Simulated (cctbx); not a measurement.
## Diagnosing a refinement

Cell a = 6.1560 Å, b = 7.2150 Å, c = 6.4120 Å, α = 90.00°, β = 109.23°, γ = 90.00°; space group P2/m (no. 10).

Simulated single-crystal data (cctbx): Cu Kα, λ = 1.54184 Å, to d = 0.83 Å, 70 % of the full sphere, strongest reflection 70000 counts, noise from counting, a 6 % proportional error and a noise floor of 4 counts (s.d.); no absorption.

An anisotropic refinement with weights 1/σ² prints:

```text
Rint 0.044, 530 unique reflections to 0.83 A
cycle     R1     wR2    GooF  max shift (A)
   1  0.6392  0.9020  13.673   0.03427
   2  0.3996  0.6547   9.925   0.00000
final R1 0.3996 wR2 0.6547 GooF 9.925  parameters 47  data/parameter 11.3
atom        x        y        z      Ueq    occ   su(xyz)  su(Uiso or U11)
Co1    0.00000  0.75951  0.00000  -0.0422  1.000  0.00094  0.0047  NPD
Co2    0.50000  0.00000  0.00000  -0.0424  1.000  0.00000  0.0056  NPD
S1     0.50000  0.50000  0.00000  -0.0564  1.000  0.00000  0.0046  NPD
Mn1    0.74262  0.50000  0.78713  -0.0323  1.000  0.00157  0.0052  NPD
S2     0.26291  0.74284  0.77377  -0.0446  1.000  0.00132  0.0046  NPD
S3     0.74972  0.00000  0.78073  -0.0411  1.000  0.00177  0.0054  NPD
Li1    0.00000  0.50000  0.50000   0.1656  1.000  0.00000  0.7150  NPD
Li2    0.50000  0.75035  0.50000   0.1429  1.000  0.02621  1.0772  NPD
Li3    0.00000  0.00000  0.50000   0.1816  1.000  0.00000  0.9830  NPD
difference map: max 118.24 min -10.02 rms 9.68
Q1    0.5000  0.0000  0.0000    1  118.24  0.00 A from Co2
Q2    0.5000  0.5000  0.0000    1  116.58  0.00 A from S1
Q3    0.0000  0.2472  0.0000    2  116.25  0.05 A from Co1
Q4    0.2565  0.2551  0.7665    4   80.25  0.05 A from S2
Q5    0.2480  0.0000  0.2312    2   77.53  0.08 A from S3
Q6    0.2530  0.5000  0.2314    2   69.97  0.13 A from Mn1
```

**Question.** Can this result stand? If not, what is the likely fault?

Mend it. The fault: elements exchanged: Mn1 is S and S1 is Mn. Against the right model at the same level, R1 goes from 0.0231 to 0.3996 and GooF from 0.98 to 9.93, U of S1 shrinks from 0.0114 to -0.0564 Å², U of S3 shrinks from 0.0084 to -0.0411 Å², U of Mn1 shrinks from 0.0066 to -0.0323 Å², U of Co1 shrinks from 0.0066 to -0.0422 Å², the top difference peak, 118.2 e/Å³, lies on Co2 and Co1, Co2, S1, Mn1, S2, S3, Li1, Li2 and Li3 go non-positive-definite. Mn1 has 9 electrons too many, yet its U moves the other way: dispersion, the scale or a false minimum can outweigh the electron count; S1 has 9 electrons too few and its U shrinks to make up, as expected.

The compound is Li4MnCo3S8. The right model at the same level gives:

```text
Rint 0.044, 530 unique reflections to 0.83 A
cycle     R1     wR2    GooF  max shift (A)
   1  0.0337  0.1148   1.739   0.00444
   2  0.0231  0.0647   0.981   0.00002
final R1 0.0231 wR2 0.0647 GooF 0.981  parameters 47  data/parameter 11.3
atom        x        y        z      Ueq    occ   su(xyz)  su(Uiso or U11)
Co1    0.00000  0.75851  0.00000   0.0066  1.000  0.00005  0.0003
Co2    0.50000  0.00000  0.00000   0.0052  1.000  0.00000  0.0004
Mn1    0.50000  0.50000  0.00000   0.0114  1.000  0.00000  0.0004
S1     0.74257  0.50000  0.78349   0.0066  1.000  0.00013  0.0004
S2     0.26061  0.74220  0.77011   0.0057  1.000  0.00012  0.0003
S3     0.74989  0.00000  0.77594   0.0084  1.000  0.00014  0.0004
Li1    0.00000  0.50000  0.50000   0.0148  1.000  0.00000  0.0040
Li2    0.50000  0.75112  0.50000   0.0120  1.000  0.00053  0.0034
Li3    0.00000  0.00000  0.50000   0.0117  1.000  0.00000  0.0038
difference map: max 0.40 min -0.47 rms 0.11
Q1    0.4654  0.5000  0.6645    2    0.41  1.62 A from S1
Q2    0.1114  0.2546  0.7551    4    0.39  0.89 A from S2
Q3    0.5087  0.0000  0.3365    2    0.39  1.52 A from S3
Q4    0.3646  0.0000  0.9770    2    0.36  0.80 A from Co2
Q5    0.4048  0.0000  0.6889    2    0.36  1.88 A from Co2
Q6    0.3826  0.0000  0.2443    2    0.36  0.78 A from S3
```

The model was made for the exercise: a known structure type with other elements put in, its volume estimated, not relaxed; displacement parameters are assumed.

[Middle refinement cycles are left out of these outputs.]

[Logs are printed without paths, hosts, clocks, repeated set-up lines and the standing remarks that a program may print on its own settings, such as how far it seeks lower states.]
